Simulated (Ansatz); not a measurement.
# How Mg3CuN (model structure) absorbs and reflects light

Aim: the dielectric function of Mg3CuN (model structure), and the optical constants that follow from it. The cell was made here by substitution or stacking, whether or not such a phase is known. It was built so: All Ag replaced by Cu and Mn replaced by Mg in the Pm-3m structure of Mn3AgN.

Method: DFT, PBE, plane-wave PAW, default files, scalar-relativistic, independent-particle optical response without local fields, in Ansatz 0.2.0.

### 1. Set-up

Symmetry: Pm-3m, No. 221, cubic system. Conventional cell: a = 3.979 Å, b = 3.979 Å, c = 3.979 Å, α = 90.00°, β = 90.00°, γ = 90.00°. Cu has 12 Mg at 2.81 Å nearest. Nearest to Mg lie 2 N at 1.99 Å. Nearest to N lie 6 Mg at 1.99 Å. All Ag replaced by Cu and Mn replaced by Mg in the Pm-3m structure of Mn3AgN. Farther neighbours and most contacts between anions are not listed.

### 2. Relaxation

The structure was built or cut out here, so it is relaxed before any spectrum is computed.

This step: DFT, PBE, plane-wave PAW, default files, scalar-relativistic, relaxation (Ansatz 0.2.0).

input.yaml

```yaml
crystal:
  lattice:
    - [3.9794955, 0.0, 0.0]
    - [0.0, 3.9794955, 0.0]
    - [0.0, 0.0, 3.9794955]
  atoms:
    - { symbol: Cu, position: [0.0, 0.0, 0.0] }
    - { symbol: Mg, position: [0.5, 0.5, 0.0] }
    - { symbol: Mg, position: [0.5, 0.0, 0.5] }
    - { symbol: Mg, position: [0.0, 0.5, 0.5] }
    - { symbol: "N", position: [0.5, 0.5, 0.5] }
kpoints:
  mp_grid: { grid: [6, 6, 6] }
scf:
  occupations: { method: fermi_dirac, width: 0.05 }
hamiltonian:
  xc: pbe
  pseudopotentials: { kind: paw }
output:
  forces: true
  stress: true
relax:
  f_tol: 0.02
  max_steps: 50
  cell: {}
```

On the command line:

```sh
> ansatz run input.yaml --threads 2 --pin off --max-ram 5120MiB --backend cpu --events-out ev --progress --plain --runs-dir out
```

Numbers of over 12 decimals in the logs are rounded to 6 here.

The program printed:

```text
Engine: ansatz 0.2.0, aarch64-unknown-linux-gnu
Pseudopotentials: kind: paw
Pseudopotential: Cu, paw, valence charge 19, recommended cutoff 420 eV (normal), Cu.paw.azcp
Pseudopotential: Mg, paw, valence charge 10, recommended cutoff 420 eV (normal), Mg.paw.azcp
Pseudopotential: N, paw, valence charge 5, recommended cutoff 420 eV (normal), N.paw.azcp
Functional definition: PBE
  parameter kappa = 0.804
  parameter beta = 0.066725
  exchange = pbe_x(kappa = kappa, mu = beta*pi^2/3)
  correlation = pbe_c(beta = beta)
Crystal: 5 atoms, lattice volume = 63.021 Å³
Basis set: ecut = 420 eV, 1237 PW (Γ), exchange–correlation on 54×54×54 points (8 copies of the dense FFT grid, shifted against one another)
Bands: 33, of which v1, the nominal top of the filled ones, is band 27 counted from 1 (26 counted from 0)
Symmetry: 48 space group operations
Space group: Pm-3m (ITA 221), of the structure as read, at distance tolerance 4.0e-5 Å
k-points: 20 of 216
Non-local potential: Cu, projectors of the file, l = 0: 3, l = 1: 2, l = 2: 3, l = 3: 1
Non-local potential: Mg, projectors of the file, l = 0: 3, l = 1: 2, l = 2: 1
Non-local potential: N, projectors of the file, l = 0: 2, l = 1: 2, l = 2: 1
PAW form: soft (Blöchl's): semilocal exchange-correlation on the pseudo side does not see the compensation charge
PAW one-centre angular grid: Cu, 590 points (default); XC on 64 Gauss nodes
PAW one-centre angular grid: Mg, 110 points (default); XC on 64 Gauss nodes
PAW one-centre angular grid: N, 110 points (default); XC on 64 Gauss nodes
Initial density: superposition of atomic densities (neutral atoms: chi_scale 0, normalization atom), corrected by the library's trained network
Initial wavefunctions: pseudopotential atomic-orbital guess
Functional: x = pbe(κ = 0.804, μ = 0.219515), c = pbe(β = 0.066725)
SCF iter   1: F=—  HF=-12781.187159 eV  |F-HF|=—  |Δ(HF+E_count)|=         —  Δρ=3.49e-3  dr2=1.80e-2  ethr=1.77e-3  ⟨swp⟩=6.4  Hψ=2710  notcnv=0
preconditioner: auto → Kerker (q_TF=auto, 2.659 Å⁻¹)  [metal: Δε(μ)=0.132 eV  Ē_g=9.121 eV  σ=0.050 eV  W_gap=0.50  n_scr=18 (ndim 8)  ℏωp=21.9 eV  f_vac=0.000  D(μ)=1.15/eV (n_scr^D=6)]
SCF iter   2: F=—  HF=-12781.185553 eV  |F-HF|=—  |Δ(HF+E_count)|=   1.61e-3  Δρ=2.02e-3  dr2=7.97e-3  ethr=3.33e-5  ⟨swp⟩=1.6  Hψ=865  notcnv=0  defer=2
SCF iter   3: F=—  HF=-12781.183653 eV  |F-HF|=—  |Δ(HF+E_count)|=   1.90e-3  Δρ=1.89e-3  dr2=2.94e-3  ethr=1.48e-5  ⟨swp⟩=2.0  Hψ=808  notcnv=0  defer=2
SCF iter   4: F=—  HF=-12781.182922 eV  |F-HF|=—  |Δ(HF+E_count)|=   7.31e-4  Δρ=4.97e-4  dr2=1.13e-4  ethr=5.44e-6  ⟨swp⟩=2.0  Hψ=796  notcnv=0  defer=2
SCF iter   5: F=—  HF=-12781.182922 eV  |F-HF|=—  |Δ(HF+E_count)|=   6.20e-7  Δρ=9.73e-5  dr2=7.07e-6  ethr=2.09e-7  ⟨swp⟩=2.0  Hψ=815  notcnv=0  defer=2
SCF iter   6: F=—  HF=-12781.183338 eV  |F-HF|=—  |Δ(HF+E_count)|=   4.16e-4  Δρ=3.75e-5  dr2=9.99e-7  ethr=1.31e-8  ⟨swp⟩=2.0  Hψ=1160  notcnv=0  defer=2
SCF iter   7: F=—  HF=-12781.183338 eV  |F-HF|=—  |Δ(HF+E_count)|=   2.94e-7  Δρ=1.84e-5  dr2=1.59e-7  ethr=1.85e-9  ⟨swp⟩=3.0  Hψ=1189  notcnv=0  defer=2
SCF iter   8: F=-12781.183338 eV  HF=-12781.183338 eV  |F-HF|=4.08e-9  |Δ(HF+E_count)|=   1.24e-8  Δρ=3.53e-6  dr2=6.79e-9  ethr=1.85e-10  ⟨swp⟩=4.0  Hψ=2145  notcnv=0
SCF 1 converged in 8 iterations: F = -12781.183338 eV  dr2 = 6.79e-9
  greatest PAW one-centre occupation: 1.000 electrons in one spin orbital (limit 2), on the Cu atom at site 0 (counted from 0), in its partial waves of l = 0
relax step   1: F+E_penalty+E_count = -12781.18333817 eV  Δ(F+E_penalty+E_count) = +0.000e0 eV  max|allowed force component| = 3.445e-29 eV/Å  Δτ_max = 0.0000 Å  P = +21.604 GPa  Ω = 63.021 Å³  (8 SCF iters, dr2 threshold 1.00e-7 eV, accepted)
Crystal: 5 atoms, lattice volume = 69.449 Å³
Basis set: ecut = 420 eV, 1357 PW (Γ), exchange–correlation on 54×54×54 points (8 copies of the dense FFT grid, shifted against one another)
Initial density: handed on by an earlier stage of this run
Initial wavefunctions: those handed on with the density
iter 1 solved again at ethr=1.40e-3 eV; its pass at ethr=3.10e-3 eV (dr2=7.54e-1 eV) is discarded
SCF iter   1: F=—  HF=-12781.901723 eV  |F-HF|=—  |Δ(HF+E_count)|=         —  Δρ=3.12e-2  dr2=7.57e-1  ethr=1.40e-3  ⟨swp⟩=1.1  Hψ=3199  notcnv=0
preconditioner: auto → Resta (q_TF=auto, 2.616 Å⁻¹)  ε∞=6.7  [insulator: Δε(μ)=0.264 eV  Ē_g=8.735 eV  σ=0.050 eV  W_gap=0.76  n_scr=18 (ndim 8)  ℏωp=20.9 eV  f_vac=0.000  D(μ)=1.38/eV (n_scr^D=6)  ε∞_Penn≈6.7]
SCF iter   2: F=—  HF=-12781.793204 eV  |F-HF|=—  |Δ(HF+E_count)|=   1.09e-1  Δρ=8.01e-3  dr2=8.27e-2  ethr=1.40e-3  ⟨swp⟩=2.0  Hψ=914  notcnv=0
SCF iter   3: F=—  HF=-12781.770412 eV  |F-HF|=—  |Δ(HF+E_count)|=   2.28e-2  Δρ=5.04e-3  dr2=2.96e-2  ethr=1.53e-4  ⟨swp⟩=2.0  Hψ=1071  notcnv=0  defer=19
SCF iter   4: F=—  HF=-12781.765357 eV  |F-HF|=—  |Δ(HF+E_count)|=   5.06e-3  Δρ=1.48e-3  dr2=1.20e-3  ethr=5.48e-5  ⟨swp⟩=2.0  Hψ=865  notcnv=0  defer=19
SCF iter   5: F=—  HF=-12781.765341 eV  |F-HF|=—  |Δ(HF+E_count)|=   1.60e-5  Δρ=2.22e-4  dr2=3.34e-5  ethr=2.23e-6  ⟨swp⟩=2.0  Hψ=871  notcnv=0  defer=19
SCF iter   6: F=—  HF=-12781.765809 eV  |F-HF|=—  |Δ(HF+E_count)|=   4.68e-4  Δρ=9.65e-5  dr2=7.65e-6  ethr=6.18e-8  ⟨swp⟩=2.0  Hψ=907  notcnv=0  defer=19
SCF iter   7: F=—  HF=-12781.765811 eV  |F-HF|=—  |Δ(HF+E_count)|=   2.04e-6  Δρ=4.94e-5  dr2=9.91e-7  ethr=1.42e-8  ⟨swp⟩=2.0  Hψ=1146  notcnv=0  defer=19
SCF iter   8: F=-12781.765811 eV  HF=-12781.765811 eV  |F-HF|=2.70e-8  |Δ(HF+E_count)|=   1.54e-7  Δρ=1.02e-5  dr2=5.84e-8  ethr=9.26e-10  ⟨swp⟩=4.0  Hψ=2227  notcnv=0
SCF 2 converged in 8 iterations: F = -12781.765811 eV  dr2 = 5.84e-8
relax step   2: F+E_penalty+E_count = -12781.76581090 eV  Δ(F+E_penalty+E_count) = -5.825e-1 eV  max|allowed force component| = 1.372e-29 eV/Å  Δτ_max = 0.0000 Å  P = +8.646 GPa  Ω = 69.449 Å³  energy of the carried Pulay correction = -5.766e-3 eV  (8 SCF iters, dr2 threshold 5.00e-7 eV, accepted)
Crystal: 5 atoms, lattice volume = 74.514 Å³
Basis set: ecut = 420 eV, 1419 PW (Γ), exchange–correlation on 54×54×54 points (8 copies of the dense FFT grid, shifted against one another)
iter 1 solved again at ethr=6.48e-4 eV; its pass at ethr=3.10e-3 eV (dr2=3.50e-1 eV) is discarded
SCF iter   1: F=—  HF=-12781.979059 eV  |F-HF|=—  |Δ(HF+E_count)|=         —  Δρ=2.08e-2  dr2=3.54e-1  ethr=6.48e-4  ⟨swp⟩=1.1  Hψ=3227  notcnv=0
preconditioner: auto → Resta (q_TF=auto, 2.586 Å⁻¹)  ε∞=6.9  [insulator: Δε(μ)=0.319 eV  Ē_g=8.292 eV  σ=0.050 eV  W_gap=0.69  n_scr=18 (ndim 8)  ℏωp=20.2 eV  f_vac=0.000  D(μ)=1.23/eV (n_scr^D=6)  ε∞_Penn≈6.9]
SCF iter   2: F=—  HF=-12781.930258 eV  |F-HF|=—  |Δ(HF+E_count)|=   4.88e-2  Δρ=4.95e-3  dr2=3.71e-2  ethr=6.48e-4  ⟨swp⟩=2.0  Hψ=912  notcnv=0
SCF iter   3: F=—  HF=-12781.920101 eV  |F-HF|=—  |Δ(HF+E_count)|=   1.02e-2  Δρ=3.42e-3  dr2=1.40e-2  ethr=6.86e-5  ⟨swp⟩=2.0  Hψ=1069  notcnv=0  defer=17
SCF iter   4: F=—  HF=-12781.917715 eV  |F-HF|=—  |Δ(HF+E_count)|=   2.39e-3  Δρ=8.87e-4  dr2=5.20e-4  ethr=2.60e-5  ⟨swp⟩=2.0  Hψ=771  notcnv=0  defer=17
SCF iter   5: F=—  HF=-12781.917711 eV  |F-HF|=—  |Δ(HF+E_count)|=   4.11e-6  Δρ=1.31e-4  dr2=2.13e-5  ethr=9.64e-7  ⟨swp⟩=2.0  Hψ=862  notcnv=0  defer=17
SCF iter   6: F=—  HF=-12781.918210 eV  |F-HF|=—  |Δ(HF+E_count)|=   4.99e-4  Δρ=6.14e-5  dr2=3.65e-6  ethr=3.95e-8  ⟨swp⟩=2.0  Hψ=1062  notcnv=0  defer=17
SCF iter   7: F=-12781.918210 eV  HF=-12781.918210 eV  |F-HF|=4.61e-7  |Δ(HF+E_count)|=   6.30e-7  Δρ=3.33e-5  dr2=4.40e-7  ethr=9.26e-10  ⟨swp⟩=3.0  Hψ=2876  notcnv=0
SCF 3 converged in 7 iterations: F = -12781.918210 eV  dr2 = 4.40e-7
relax step   3: F+E_penalty+E_count = -12781.91820987 eV  Δ(F+E_penalty+E_count) = -1.524e-1 eV  max|allowed force component| = 7.262e-30 eV/Å  Δτ_max = 0.0000 Å  P = +1.623 GPa  Ω = 74.514 Å³  energy of the carried Pulay correction = -9.931e-3 eV  (7 SCF iters, dr2 threshold 5.00e-7 eV, accepted)
[...]
relax step   4: F+E_penalty+E_count = -12781.92402611 eV  Δ(F+E_penalty+E_count) = -5.816e-3 eV  max|allowed force component| = 1.162e-29 eV/Å  Δτ_max = 0.0000 Å  P = -0.157 GPa  Ω = 76.083 Å³  energy of the carried Pulay correction = -1.116e-2 eV  (6 SCF iters, dr2 threshold 5.00e-7 eV, accepted)
[...]
relax step   5: F+E_penalty+E_count = -12781.92420631 eV  Δ(F+E_penalty+E_count) = -1.802e-4 eV  max|allowed force component| = 1.553e-29 eV/Å  Δτ_max = 0.0000 Å  P = -0.004 GPa  Ω = 75.942 Å³  energy of the carried Pulay correction = -1.105e-2 eV  (6 SCF iters, dr2 threshold 6.15e-8 eV, accepted)
[...]
relax step   6: F+E_penalty+E_count = -12781.95161112 eV  Δ(F+E_penalty+E_count) = -2.740e-2 eV  max|allowed force component| = 9.378e-30 eV/Å  Δτ_max = 0.0000 Å  P = +0.518 GPa  Ω = 75.942 Å³  stress off target by 5.18e-1 GPa  SCF on the basis re-selected at this cell (its energy is not comparable with the rows above)  (8 SCF iters)
[...]
relax step   7: F+E_penalty+E_count = -12781.95206008 eV  Δ(F+E_penalty+E_count) = -4.490e-4 eV  max|allowed force component| = 7.987e-30 eV/Å  Δτ_max = 0.0000 Å  P = +0.040 GPa  Ω = 76.419 Å³  energy of the carried Pulay correction = -3.790e-4 eV  (6 SCF iters, dr2 threshold 5.00e-7 eV, accepted)
iter 1 solved again at ethr=2.12e-8 eV; its pass at ethr=3.10e-3 eV (dr2=1.14e-5 eV) is discarded
SCF iter   1: F=—  HF=-12781.952688 eV  |F-HF|=—  |Δ(HF+E_count)|=         —  Δρ=1.96e-4  dr2=7.52e-7  ethr=2.12e-8  ⟨swp⟩=4.0  Hψ=4461  notcnv=0
preconditioner: auto → Resta (q_TF=auto, 2.575 Å⁻¹)  ε∞=7.2  [insulator: Δε(μ)=0.288 eV  Ē_g=8.027 eV  σ=0.050 eV  W_gap=0.53  n_scr=26 (ndim 8)  ℏωp=19.9 eV  f_vac=0.000  D(μ)=1.03/eV (n_scr^D=6)  ε∞_Penn≈7.2]
SCF iter   2: F=—  HF=-12781.952451 eV  |F-HF|=—  |Δ(HF+E_count)|=   2.37e-4  Δρ=9.88e-5  dr2=1.93e-7  ethr=1.39e-9  ⟨swp⟩=2.0  Hψ=1182  notcnv=0
SCF iter   3: F=—  HF=-12781.952492 eV  |F-HF|=—  |Δ(HF+E_count)|=   4.07e-5  Δρ=1.31e-5  dr2=7.61e-9  ethr=3.57e-10  ⟨swp⟩=1.9  Hψ=732  notcnv=0
SCF iter   4: F=—  HF=-12781.952493 eV  |F-HF|=—  |Δ(HF+E_count)|=   6.61e-7  Δρ=2.15e-6  dr2=2.33e-9  ethr=1.41e-11  ⟨swp⟩=2.0  Hψ=1193  notcnv=0
SCF iter   5: F=—  HF=-12781.952493 eV  |F-HF|=—  |Δ(HF+E_count)|=   1.04e-9  Δρ=9.11e-7  dr2=3.86e-10  ethr=4.32e-12  ⟨swp⟩=2.0  Hψ=772  notcnv=0
SCF iter   6: F=—  HF=-12781.952493 eV  |F-HF|=—  |Δ(HF+E_count)|=  9.19e-10  Δρ=2.99e-7  dr2=5.86e-11  ethr=1.00e-12  ⟨swp⟩=2.0  Hψ=881  notcnv=0
SCF iter   7: F=-12781.952493 eV  HF=-12781.952493 eV  |F-HF|=3.64e-12  |Δ(HF+E_count)|=  5.64e-11  Δρ=1.06e-7  dr2=4.31e-12  ethr=1.00e-12  ⟨swp⟩=3.9  Hψ=1976  notcnv=0
SCF 8 converged in 7 iterations: F = -12781.952493 eV  dr2 = 4.31e-12
relax step   8: F+E_penalty+E_count = -12781.95249274 eV  Δ(F+E_penalty+E_count) = -4.327e-4 eV  max|allowed force component| = 1.066e-29 eV/Å  Δτ_max = 0.0000 Å  P = +0.039 GPa  Ω = 76.419 Å³  stress off target by 3.92e-2 GPa  SCF on the basis re-selected at this cell (its energy is not comparable with the rows above)  (7 SCF iters)
basis re-selected at this cell: Δ(F+E_penalty+E_count) = -4.327e-4 eV, ΔP = -0.001 GPa vs the last step (what re-selecting the basis moved, of the pressure what is left beyond the Pulay correction that the steps carried, after the strain that the cell walked since its last selection, with what the two solves' SCF thresholds leave and, on support functions, any second-order correction that the steps lacked; it is no m [...]
SCF converged after 7 iterations
Free energy (F): -12781.952493 eV
Harris-Foulkes:  -12781.952493 eV  (|F-HF|=3.64e-12)
Internal energy: -12781.943953 eV  (E = F + TS)
E sigma→0 (E₀):  -12781.948223 eV
Entropy (-TS):   -0.008540 eV (-1.708 meV/atom)
Fermi energy:    8.463120 eV
--- Per-component energies (eV) ---
  E_band       = -1483.404006
  E_kinetic    = 659.010015
  E_local      = -9854.118479  (includes V_loc(G=0)·N_el)
  E_nonlocal   = 722.160933
  E_hartree    = 3924.878465
  E_xc         = -236.968042
  E_vxc        = -304.566562  (∫ρ·V_xc dr)
  E_paw        = -2667.578051  (= ΣΔE_a)
  E_vpaw       = -555.647212  (= ΣTr[D̂ρ^β])
  E_aug_tail   = 0.000341  (compensation charges beyond the density's cutoff)
  E_ewald      = -5329.329134
  E_smearing   = -0.008540  (= −TS)
  E_closure    = 0.000000  (closes the sum)
  Σ components = -12781.952493   (vs F -12781.952493, Δ=0.00e0)
--- Forces (eV/Å), atoms counted from 1 ---
  atom   1  Cu    -0.00000000    -0.00000000    -0.00000000
  atom   2  Mg    -0.00000000    -0.00000000     0.00000000
  atom   3  Mg     0.00000000     0.00000000     0.00000000
  atom   4  Mg     0.00000000     0.00000000     0.00000000
  atom   5  N      0.00000000     0.00000000     0.00000000
  max |Σ_I F_I| component: 2.03e-29 eV/Å
--- Stress (GPa, compression-positive) ---
        0.039212      -0.000000       0.000000
       -0.000000       0.039212       0.000000
        0.000000       0.000000       0.039212
  P = ⅓ Tr σ = 0.0392 GPa (0.392 kbar)
--- Relaxed structure (6 steps of the walk, 6 accepted, 2 SCFs on fresh bases) ---
  F+E_penalty+E_count = -12781.95249274 eV   max|allowed force component| = 1.066e-29 eV/Å   (the final SCF, on the basis selected at the relaxed cell)
  cell:  # Å, volume = 76.4191 Å³
    - [4.243595, 0, 0]
    - [0, 4.243595, 0]
    - [0, 0, 4.243595]
  atoms:
    - { symbol: Cu, position: [0, 0, 0] }
    - { symbol: Mg, position: [0.5, 0.5, 0] }
    - { symbol: Mg, position: [0.5, 0, 0.5] }
    - { symbol: Mg, position: [0, 0.5, 0.5] }
    - { symbol: N, position: [0.5, 0.5, 0.5] }
```

Run time: 8.6 s. Hardware: 2 threads of Arm Neoverse V2, shared host; peak memory 0.36 GiB; 16 s of CPU time.

Relaxation path:

```tsv
step	energy less that of the first step (eV)	largest force component (eV/Å)	pressure (GPa)	volume (Å³)
1	0.0000	0.0000	21.60	63.02
2	-0.5825	0.0000	8.65	69.45
3	-0.7349	0.0000	1.62	74.51
4	-0.7407	0.0000	-0.16	76.08
5	-0.7409	0.0000	0.00	75.94
6*	-0.7683	0.0000	0.52	75.94
7	-0.7687	0.0000	0.04	76.42
8*	-0.7692	0.0000	0.04	76.42
```

Relaxation steps marked * repeat the geometry before them on a plane-wave basis chosen anew for their cell, so energy and pressure can jump there.

The run keeps the 48 symmetry operations that it works with, so distortions that break them were not tested.

```tsv
conventional cell, symmetrised	before	after	change
a (Å)	3.979	4.244	+6.6 %
b (Å)	3.979	4.244	+6.6 %
c (Å)	3.979	4.244	+6.6 %
volume (Å³/atom)	12.60	15.28	+21.3 %
```

The relaxed structure:

```cif
data_structure
_symmetry_space_group_name_H-M 'P 1'
_symmetry_Int_Tables_number 1
_cell_length_a 4.2436
_cell_length_b 4.2436
_cell_length_c 4.2436
_cell_angle_alpha 90.000
_cell_angle_beta 90.000
_cell_angle_gamma 90.000
_cell_volume 76.42
loop_
_atom_site_label
_atom_site_type_symbol
_atom_site_fract_x
_atom_site_fract_y
_atom_site_fract_z
_atom_site_occupancy
Cu1 Cu 0.00000 0.00000 0.00000 1
Mg2 Mg 0.50000 0.50000 0.00000 1
Mg3 Mg 0.50000 0.00000 0.50000 1
Mg4 Mg 0.00000 0.50000 0.50000 1
N5 N 0.50000 0.50000 0.50000 1
```

The relaxation ends with a pressure of 0.04 GPa.

### 3. Ground state and bands

First the ground state: is it a metal or has it a gap?

This step: DFT, PBE, plane-wave PAW, default files, scalar-relativistic, ground state (Ansatz 0.2.0).

input.yaml

```yaml
crystal:
  lattice:
    - [4.2435950711, 0.0, 0.0]
    - [0.0, 4.2435950711, 0.0]
    - [0.0, 0.0, 4.2435950711]
  atoms:
    - { symbol: Cu, position: [0.0, 0.0, 0.0] }
    - { symbol: Mg, position: [0.5, 0.5, 0.0] }
    - { symbol: Mg, position: [0.5, 0.0, 0.5] }
    - { symbol: Mg, position: [0.0, 0.5, 0.5] }
    - { symbol: "N", position: [0.5, 0.5, 0.5] }
kpoints:
  mp_grid: { grid: [5, 5, 5] }
  band_path:
    path:
      - [[0.0, 0.0, 0.0], [0.0, 0.5, 0.0], [0.5, 0.5, 0.0], [0.0, 0.0, 0.0], [0.5, 0.5, 0.5], [0.0, 0.5, 0.0]]
      - [[0.5, 0.5, 0.0], [0.5, 0.5, 0.5]]
    npoints: 11
scf:
  occupations: { method: fermi_dirac, width: 0.05 }
  n_extra_bands: 9
hamiltonian:
  xc: pbe
  pseudopotentials: { kind: paw }
output:
  forces: true
  stress: true
  populations: true
  write_bands: true
```

The program printed:

```text
[...]
Crystal: 5 atoms, lattice volume = 76.419 Å³
Basis set: ecut = 420 eV, 1503 PW (Γ), exchange–correlation on 60×60×60 points (8 copies of the dense FFT grid, shifted against one another)
Bands: 36, of which v1, the nominal top of the filled ones, is band 27 counted from 1 (26 counted from 0)
Symmetry: 48 space group operations
[...]
k-points: 10 of 125
[...]
SCF iter   1: F=—  HF=-12781.950197 eV  |F-HF|=—  |Δ(HF+E_count)|=         —  Δρ=3.84e-3  dr2=2.48e-2  ethr=1.77e-3  ⟨swp⟩=6.8  Hψ=1500  notcnv=0  defer=2
[...]
SCF iter   7: F=-12781.945728 eV  HF=-12781.945728 eV  |F-HF|=2.19e-8  |Δ(HF+E_count)|=   1.28e-8  Δρ=6.12e-6  dr2=2.00e-8  ethr=1.85e-10  ⟨swp⟩=8.6  Hψ=1740  notcnv=0
SCF 1 converged in 7 iterations: F = -12781.945728 eV  dr2 = 2.00e-8
[...]
NSCF: frozen V_eff on 68 k-points
SCF converged after 7 iterations
Free energy (F): -12781.945728 eV
[...]
Internal energy: -12781.933871 eV  (E = F + TS)
E sigma→0 (E₀):  -12781.939799 eV
Entropy (-TS):   -0.011857 eV (-2.371 meV/atom)
Fermi energy:    8.527212 eV
[...]
--- Stress (GPa, compression-positive) ---
       -0.263176       0.000000       0.000000
        0.000000      -0.263176       0.000000
        0.000000       0.000000      -0.263176
  P = ⅓ Tr σ = -0.2632 GPa (-2.632 kbar)
--- Band table (eV; the first three rows and the last of 10) ---
  k-point 0: bands = [... 23 lower, 5.8896, 5.8896, 5.8896, 11.1122, 11.1122, 11.4901, 11.4901, 11.4901, ... 5 higher]
  k-point 1: bands = [... 23 lower, 5.8950, 5.9614, 5.9614, 9.3481, 11.2084, 11.2084, 11.3765, 13.0106, ... 5 higher]
  k-point 2: bands = [... 23 lower, 6.0310, 6.0975, 6.0975, 7.5591, 10.7112, 10.7112, 12.1191, 13.9631, ... 5 higher]
  k-point 9: bands = [... 23 lower, 6.0795, 6.0795, 6.3603, 7.5451, 7.5451, 8.7331, 12.4315, 13.1618, ... 5 higher]
--- Löwdin populations: 5 sites ---
  site symbol       q [e]
     0     Cu     19.3748
     1     Mg      8.8636
     2     Mg      8.8636
     3     Mg      8.8636
     4      N      6.8472
  spilling = 0.021984 (of n_electrons = 54.000000)
```

Run time: 2.4 s. Hardware: 2 threads; peak memory 0.37 GiB; 4.6 s of CPU time.

This step gave:

* free energy: -12781.9457 eV
* Fermi energy: 8.527 eV
* electrons: 54
* symmetry operations: 48
* pressure: -0.2632 GPa
* volume: 76.42 Å³
* gap on the path: 0 eV

There are states at the Fermi level within the smearing, so the occupations stay smeared and the carriers get a Drude term. The cell is left with a pressure of -0.3 GPa after its relaxation.

Electronic bands along the path, in eV, zero at the Fermi level; # counts the bands kept:

```tsv
point	#7	#8	#9	#10	#11	#12	#13	#14
Γ	-2.64	-2.64	-2.64	2.58	2.58	2.96	2.96	2.96
0.45 of the way	-2.63	-2.55	-2.55	0.55	2.61	2.61	2.93	4.72
X	-2.49	-2.40	-2.40	-1.39	2.10	2.10	3.87	5.01
0.55 of the way	-2.55	-2.55	-2.14	-0.79	0.73	2.78	3.65	5.37
M	-2.73	-2.52	-2.41	0.38	0.38	2.22	3.96	4.82
0.45 of the way	-2.62	-2.50	-2.03	-0.38	0.82	2.69	4.45	4.64
Γ	-2.64	-2.64	-2.64	2.58	2.58	2.96	2.96	2.96
0.45 of the way	-2.54	-2.54	-2.09	0.62	0.62	0.81	4.98	4.98
R	-2.40	-2.40	-1.58	-1.39	-1.39	-1.39	4.63	4.63
0.55 of the way	-2.54	-2.41	-2.04	-0.68	0.03	2.10	3.68	4.69
X	-2.49	-2.40	-2.40	-1.39	2.10	2.10	3.87	5.01
jump to M	-2.73	-2.52	-2.41	0.38	0.38	2.22	3.96	4.82
0.45 of the way	-2.53	-2.52	-2.39	-0.34	-0.34	1.40	3.08	4.67
R	-2.40	-2.40	-1.58	-1.39	-1.39	-1.39	4.63	4.63
```

(Part 1 of 2 ends here.)

[Logs are printed without paths, hosts, clocks, repeated set-up lines and the standing remarks that a program may print on its own settings, such as how far it seeks lower states.]

[Hosts, paths, dates, database ids (printed as entryN), source tags and the programs' standing remarks are cut or masked in the printed files.]
